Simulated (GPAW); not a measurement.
# Quasiparticle gap of In2O3 (R-3c) in GPAW

Wanted: ground state, empty states, screening and self-energy for In2O3 (R-3c).

Program: GPAW 26.7.0. Level of theory: LDA and many-body steps on it, plane waves. Results are calculated unless marked as measured.

**The experiments to reproduce.**

- Gap 3.08 eV: optical gap from linear extrapolation of the absorption edge; UV-visible absorption, Tauc-type extrapolation; powder (hydrothermally grown microspheres, annealed at 400 C) (“Fabrication and performance enhancement of an In2O3/BiVO4 heterojunction for N-butanol gas sensing applications”, 2024, pmc:11650617).

## (1) Starting point

Symmetry: R-3c, No. 167, trigonal system. Conventional cell: a = 5.487 Å, b = 5.487 Å, c = 14.510 Å, α = 90.00°, β = 90.00°, γ = 120.00°. Nearest to In lie 6 O at 2.12 to 2.26 Å. Nearest to O lie 4 In at 2.12 to 2.26 Å. Farther neighbours and most contacts between anions are not listed.

Coordinates:

```cif
data_structure
_symmetry_space_group_name_H-M 'R-3c:H'
_symmetry_Int_Tables_number 167
_cell_length_a 5.4870
_cell_length_b 5.4870
_cell_length_c 14.5100
_cell_angle_alpha 90.000
_cell_angle_beta 90.000
_cell_angle_gamma 120.000
_cell_volume 378.33
loop_
_atom_site_label
_atom_site_type_symbol
_atom_site_symmetry_multiplicity
_atom_site_Wyckoff_symbol
_atom_site_fract_x
_atom_site_fract_y
_atom_site_fract_z
_atom_site_occupancy
In1 In 12 c 0.66667 0.33333 0.19064 1
O1 O 18 e 0.63133 0.66667 0.41667 1
```

The cell and positions come from the Crystallography Open Database and are kept as given unless a step says otherwise. This is not the form that In2O3 usually takes at ambient conditions.

## (2) Ground state

This step: GPAW 26.7.0; DFT, LDA, plane waves, PAW.

The ground-state density comes first.

Contents of run.py:

```python
import json
import numpy as np
from gpaw.mpi import world
from ase import Atoms
from gpaw import GPAW, PW, FermiDirac

atoms = Atoms(['In', 'In', 'In', 'In', 'O', 'O', 'O', 'O', 'O', 'O'],
    cell=[[2.7435000000, 1.5839604635, 4.8366666667],
      [-2.7435000000, 1.5839604635, 4.8366666667],
      [0.0000000000, -3.1679209270, 4.8366666667]],
    scaled_positions=[[0.3573100000, 0.3573100000, 0.3573100000],
      [0.1426900000, 0.1426900000, 0.1426900000],
      [0.6426900000, 0.6426900000, 0.6426900000],
      [0.8573100000, 0.8573100000, 0.8573100000],
      [0.5480000000, 0.9520000000, 0.2500000000],
      [0.2500000000, 0.5480000000, 0.9520000000],
      [0.9520000000, 0.2500000000, 0.5480000000],
      [0.4520000000, 0.0480000000, 0.7500000000],
      [0.7500000000, 0.4520000000, 0.0480000000],
      [0.0480000000, 0.7500000000, 0.4520000000]],
    pbc=(True, True, True))
calc = GPAW(mode=PW(600),
    xc='LDA',
    kpts={'size': (6, 6, 6), 'gamma': True},
    occupations=FermiDirac(0.001),
    nbands=-11,
    convergence={'density': 1e-6, 'bands': -3},
    maxiter=100,
    txt='gs.txt')
atoms.calc = calc
res = {'energy': atoms.get_potential_energy()}
kpts = calc.get_ibz_k_points()
res['kpts'] = kpts
res['eigenvalues'] = [calc.get_eigenvalues(kpt=k) for k in range(len(kpts))]
res['n_electrons'] = calc.get_number_of_electrons()
calc.write('gs.gpw')

if world.rank == 0:
    with open('result.json', 'w') as f:
        json.dump(res, f, default=lambda x: x.tolist())
```

Started as:

```sh
mpirun -n 4 gpaw python run.py
```

Numbers of over 12 decimals in the logs are rounded to 6 here.

What it wrote:

```text
__  _  _
 | _ |_)|_||  |
 |__||  | ||/\| - 26.7.0

Input parameters:
  mode=PW(ecut=600.0),
  convergence={'density': 1e-06, 'bands': -3},
  kpts=MonkhorstPack(size=(6, 6, 6), gamma=True),
  maxiter=100,
  nbands=-11,
  occupations=Occupations(name='fermi-dirac', width=0.001, fixmagmom=False),
  xc=XC(name='LDA')
  [... matrices ...]
Diagonalizing LCAO Hamiltonian
Converting LCAO to pw mode

             In

           O In
                  O
          O
                O
        O
             InO

             In

Atoms  # Å, Bohr magnetons
|   | symbol |         x |         y |         z |    initial magnetic moments |
| 0 |     In | -0.000000 | -0.000000 |  5.184568 | ( 0.0000,  0.0000,  0.0000) |
| 1 |     In |  0.000000 | -0.000000 |  2.070432 | ( 0.0000,  0.0000,  0.0000) |
| 2 |     In | -0.000000 |  0.000000 |  9.325432 | ( 0.0000,  0.0000,  0.0000) |
| 3 |     In |  0.000000 | -0.000000 | 12.439568 | ( 0.0000,  0.0000,  0.0000) |
| 4 |      O | -1.108374 |  1.583960 |  8.464167 | ( 0.0000,  0.0000,  0.0000) |
| 5 |      O | -0.817563 | -1.751860 |  8.464167 | ( 0.0000,  0.0000,  0.0000) |
| 6 |      O |  1.925937 |  0.167900 |  8.464167 | ( 0.0000,  0.0000,  0.0000) |
| 7 |      O |  1.108374 | -1.583960 |  6.045833 | ( 0.0000,  0.0000,  0.0000) |
| 8 |      O |  0.817563 |  1.751860 |  6.045833 | ( 0.0000,  0.0000,  0.0000) |
| 9 |      O | -1.925937 | -0.167900 |  6.045833 | ( 0.0000,  0.0000,  0.0000) |

Unit cell  # Å
| periodic |         x |         y |        z |  lengths |    angles |
|      yes |  2.743500 |  1.583960 | 4.836667 | 5.781788 | 56.654541 |
|      yes | -2.743500 |  1.583960 | 4.836667 | 5.781788 | 56.654541 |
|      yes |  0.000000 | -3.167921 | 4.836667 | 5.781788 | 56.654541 |

Number of symmetries: 6
Symmetry operations  # r_c * U_cc + t_c -> r_c
|   | kind |            matrix            |
| 0 |  E   |  1, 0, 0,  0, 1, 0,  0, 0, 1 |
| 1 |  C3  |  0, 1, 0,  0, 0, 1,  1, 0, 0 |
| 2 |  C3  |  0, 0, 1,  1, 0, 0,  0, 1, 0 |
| 3 |  S6  |  0, 0,-1, -1, 0, 0,  0,-1, 0 |
| 4 |  S6  |  0,-1, 0,  0, 0,-1, -1, 0, 0 |
| 5 |  i   | -1, 0, 0,  0,-1, 0,  0, 0,-1 |

BZ-sampling:
  Number of BZ points: 216
  Number of IBZ points: 40

  Monkhorst-Pack size: [6, 6, 6]
  Monkhorst-Pack shift: [0.083333, 0.083333, 0.083333]

K-points  # in reciprocal-cell coordinates
|     |                                coordinates |     weight |
|   0 | (  0.00000000,   0.00000000,   0.00000000) | 0.00462963 |
|   1 | (  0.16666667,   0.00000000,  -0.16666667) | 0.02777778 |
|   2 | (  0.16666667,   0.00000000,   0.00000000) | 0.02777778 |
|   3 | (  0.16666667,   0.16666667,  -0.16666667) | 0.02777778 |
|   4 | (  0.16666667,   0.16666667,   0.00000000) | 0.02777778 |
|   5 | (  0.16666667,   0.16666667,   0.16666667) | 0.00925926 |
|   6 | (  0.33333333,  -0.16666667,  -0.33333333) | 0.02777778 |
|   7 | (  0.33333333,  -0.16666667,  -0.16666667) | 0.02777778 |
|   8 | (  0.33333333,  -0.16666667,   0.00000000) | 0.02777778 |
|   9 | (  0.33333333,  -0.16666667,   0.16666667) | 0.02777778 |
| ... |                                            |            |
|  39 | (  0.50000000,   0.50000000,   0.50000000) | 0.00462963 |

Plane wave coefficients: 4227
Cutoff: 600.0 eV

Spin-components: 1 (collinear spins)
Bands:           55
Projectors:      54
Spin-degeneracy: 2
Datatype:        complex128

  Storage: CPU
  Wave functions: 147_030_400 bytes (36_757_600 per core)
  Projectors: 80_198_400 bytes (20_049_600 per core)
  [... matrices ...]
Parallelization:
  kpt:    4
  domain: 1
  band:   1

Density:
  Valence electrons: 88.0
  Components: 1
  Grid points: [35 35 35]
  Charge: 0.0  # |e|

Potential:
  Grid points: [35 35 35]

species:
  In:
    name:    Indium
    Z:       49.0
    valence: 13
    core:    36
    charge:  0.0  # [|e|]
    compensation charges:
      type: gauss
      rc: 0.36  # [Å]
      lmax: 2
    cutoffs:
      filter: 2.09  # [Å]
      core: 2.48  # [Å]
    projectors
    | kind |    occ | energy [eV] | rcut [Å] |
    |   5s |  2.000 |      -8.474 |    1.185 |
    |   5p |  1.000 |      -2.700 |    1.244 |
    |   4d | 10.000 |     -18.723 |    1.148 |
    |    s |        |      18.738 |    1.185 |
    |    p |        |      24.512 |    1.244 |
    |    d |        |       8.489 |    1.148 |

    Using partial waves for In as LCAO basis

  O:
    name:    Oxygen
    Z:       8.0
    valence: 6
    core:    2
    charge:  0.0  # [|e|]
    compensation charges:
      type: gauss
      rc: 0.21  # [Å]
      lmax: 2
    cutoffs:
      filter: 1.17  # [Å]
      core: 0.83  # [Å]
    projectors
    | kind |    occ | energy [eV] | rcut [Å] |
    |   2s |  2.000 |     -23.752 |    0.688 |
    |   2p |  4.000 |      -9.195 |    0.598 |
    |    s |        |       3.459 |    0.688 |
    |    p |        |      18.016 |    0.598 |
    |    d |        |       0.000 |    0.619 |

    Using partial waves for O as LCAO basis

Reference energy: -651504.610097  # eV

eigensolver:
  PPCG
  Converge bands: -3
  niter=2

density mixing:
  MSR1-Mixer
  Pratt-step length: 0.05
  Maximum mixing coefficient: 0.75
  Old densities: 10
  SVD Regularization: 0.005
  Good broyden scale: 1.0
  Trust region scale: 1.0
  Backstep threshold: 4.0
  History deletion threshold: 6.0
  Fourier metric: weight=20.0, sigma=0.015

occupation numbers:
  Fermi-Dirac:
    width: 0.0010  # eV

poisson solver:
  ecut: 4800.0  # eV

xc functional:
  name: None

Initialization done in: 4.349 s

convergence criteria:
- Maximum integral of absolute [dens]ity change: 1e-06 electrons / valence electron
- Maximum [total energy] change in last 3 cyles: 0.0005 eV / valence electron
- Maximum integral of absolute [eigenst]ate change: 4e-08 eV^2 / valence electron
maximum number of iterations: 100

SCF iterations
|iter     |     time |      energy | eigst |  dens |
|iter:   1|  |  -74.239671 | +0.30 |       |
|iter:   2|  |  -71.838211 | -0.78 | -0.92 |
|iter:   3|  |  -65.674598 | -0.14 | -0.97 |
|iter:   4|  |  -65.602722 | -1.45 | -1.50 |
|iter:   5|  |  -65.576564 | -2.02 | -1.80 |
|iter:   6|  |  -65.576275c| -2.58 | -2.69 |
|iter:   7|  |  -65.576327c| -2.98 | -3.31 |
|iter:   8|  |  -65.576327c| -3.30 | -4.00 |
|iter:   9|  |  -65.576327c| -3.58 | -4.79 |
|iter:  10|  |  -65.576327c| -3.92 | -5.51 |
|iter:  11|  |  -65.576327c| -4.21 | -5.92 |
|iter:  12|  |  -65.576327c| -4.48 | -6.37c|
|iter:  13|  |  -65.576327c| -4.73 | -7.09c|
|iter:  14|  |  -65.576327c| -4.96 | -7.64c|
|iter:  15|  |  -65.576327c| -5.23 | -8.28c|
|iter:  16|  |  -65.576327c| -5.57 | -8.68c|
|iter:  17|  |  -65.576327c| -5.87 | -9.08c|
|iter:  18|  |  -65.576327c| -6.15 |-10.00c|
|iter:  19|  |  -65.576327c| -6.41 |-10.44c|
|iter:  20|  |  -65.576327c| -6.73 |-10.59c|
|iter:  21|  |  -65.576327c| -6.97 |-11.08c|
|iter:  22|  |  -65.576327c| -7.27 |-11.16c|
|iter:  23|  |  -65.576327c| -7.57c|-11.57c|

Converged in 23 steps
SCF loop duration: 85.358 s (3.711 s/step)
Energy contributions relative to reference atoms: (reference = -651504.610097)
  [... matrices ...]
Energy contributions:
  Kinetic:         134.815383
  Coulomb:        -121.954209
  Zero:              0.476901
  External:          0.000000
  Xc:              -78.914403
  Entropy:          -0.000000
  Spinorbit:         0.000000
  ----------------------------
  Free energy:     -65.576327
  Extrapolated:    -65.576327

dipole moment: (0.000000, -0.000000, 0.000006)  # |e|*Ang

Fermi level: 6.089
Eigenvalues  # (at kpt = [0.000, 0.000, 0.000])
| band index |      eig [eV] | occ [0-2] |
|          0 |       -12.133 |     2.000 |
|        ... |               |           |
|         36 |         4.478 |     2.000 |
|         37 |         4.785 |     2.000 |
|         38 |         4.917 |     2.000 |
|         39 |         4.917 |     2.000 |
|         40 |         5.016 |     2.000 |
|         41 |         5.016 |     2.000 |
|         42 |         5.261 |     2.000 |
|         43 |         5.261 |     2.000 |
|         44 |         6.478 |     0.000 |
[...]
|         48 |        14.305 |     0.000 |
|         49 |        14.319 |     0.000 |
|         50 |        14.319 |     0.000 |
|         51 |        14.597 |     0.000 |
|        ... |               |           |
|         54 |        15.572 |     0.000 |

Gap: 1.182 eV
Transition (v -> c):
  (s=0, k=12, n=43, [0.33, 0.00, 0.00]) -> (s=0, k=0, n=44, [0.00, 0.00, 0.00])
Direct/indirect transitions are different
Direct gap: 1.217 eV
Transition at: (s=0, k=0, n=43, [0.00, 0.00, 0.00])
# Writing to gs.gpw (mode='')
  [... matrices ...]
```

Elapsed: 91 s, on 4 MPI ranks of Intel Xeon Platinum 8375C at 2.90GHz (Ice Lake), shared host; peak memory 1.2 GiB.

This step gave:

```yaml
total_energy: -65.5763 eV
gap: 1.182 eV
k_of_the_valence_top: 0.3333, 0, 0
k_of_the_conduction_bottom: 0, 0, 0
least_direct_gap: 1.217 eV
```

The gap is indirect, with the least direct gap 0.04 eV higher.

## (3) Empty states on the mesh, 4×4×4 mesh, 160 bands

The sums over transitions need many empty states on a uniform mesh; this step solves for them.

Contents of run.py:

```python
import json
import numpy as np
from gpaw.mpi import world
from gpaw import GPAW

calc = GPAW('gs.gpw').fixed_density(kpts={'size': (4, 4, 4), 'gamma': True},
    nbands=186,
    convergence={'bands': 160},
    txt='nscf.txt')
calc.write('full.gpw', mode='all')
res = {}
kpts = calc.get_ibz_k_points()
res['kpts'] = kpts
res['eigenvalues'] = [calc.get_eigenvalues(kpt=k) for k in range(len(kpts))]
res['n_electrons'] = calc.get_number_of_electrons()

if world.rank == 0:
    with open('result.json', 'w') as f:
        json.dump(res, f, default=lambda x: x.tolist())
```

Started as:

```sh
mpirun -n 4 gpaw python run.py
```

What it wrote:

```text
Diagonalizing LCAO Hamiltonian
Converting LCAO to pw mode
convergence criteria:
- Maximum integral of absolute [eigenst]ate change: 4e-08 eV^2 / valence electron
maximum number of iterations: 100

SCF iterations
|iter     |     time |      energy | eigst |  dens |
|iter:   1|  |             | +3.74 |       |
|iter:   2|  |             | +2.48 |       |
|iter:   3|  |             | +1.39 |       |
[...]
|iter:  14|  |             | -6.98 |       |
|iter:  15|  |             | -7.25 |       |
|iter:  16|  |             | -7.74c|       |
SCF steps: 16
  __  _  _
 | _ |_)|_||  |
 |__||  | ||/\| - 26.7.0

Input parameters:
  mode=PW(ecut=600.0),
  convergence={'bands': 160},
  gpts=array([35, 35, 35]),
  kpts=MonkhorstPack(size=(4, 4, 4), gamma=True),
  maxiter=100,
  nbands=186,
  occupations=Occupations(name='fermi-dirac', width=0.001, fixmagmom=False),
  parallel={},
  xc=XC(name='LDA')
# Writing to full.gpw (mode='all')
  [... matrices ...]

timing:  # [seconds]
  Total: 0.132  # ━━━━━━━━━━━━━━━━━━━━━━━━━━━━━━━━━━━━━━━━━━━━━━━━━━━━━━━━━━━
```

Run time: 92 s. Hardware: 4 MPI ranks; peak memory 1.4 GiB; 6.1 min of CPU time.

This step gave:

* gap: 1.190 eV
* k of the valence top: 0.25, 0, 0
* k of the conduction bottom: 0, 0, 0
* least direct gap: 1.217 eV
* k points computed: 14
* lowest point of the top converged band, above the valence top: 48.94 eV

On this mesh the gap is 1.190 eV.

(Part 1 of 2 ends here.)

[Paths, hosts, dates, memory and timing lines, banners, echoed tables and standing remarks are left out of the program output.]

[Logs are printed without paths, hosts, clocks, repeated set-up lines and the standing remarks that a program may print on its own settings, such as how far it seeks lower states.]

[Runs of the session that timed out or met a known fault of the program may be left out.]

[Hosts, paths, dates, database ids (printed as entryN), source tags and the programs' standing remarks are cut or masked in the printed files.]
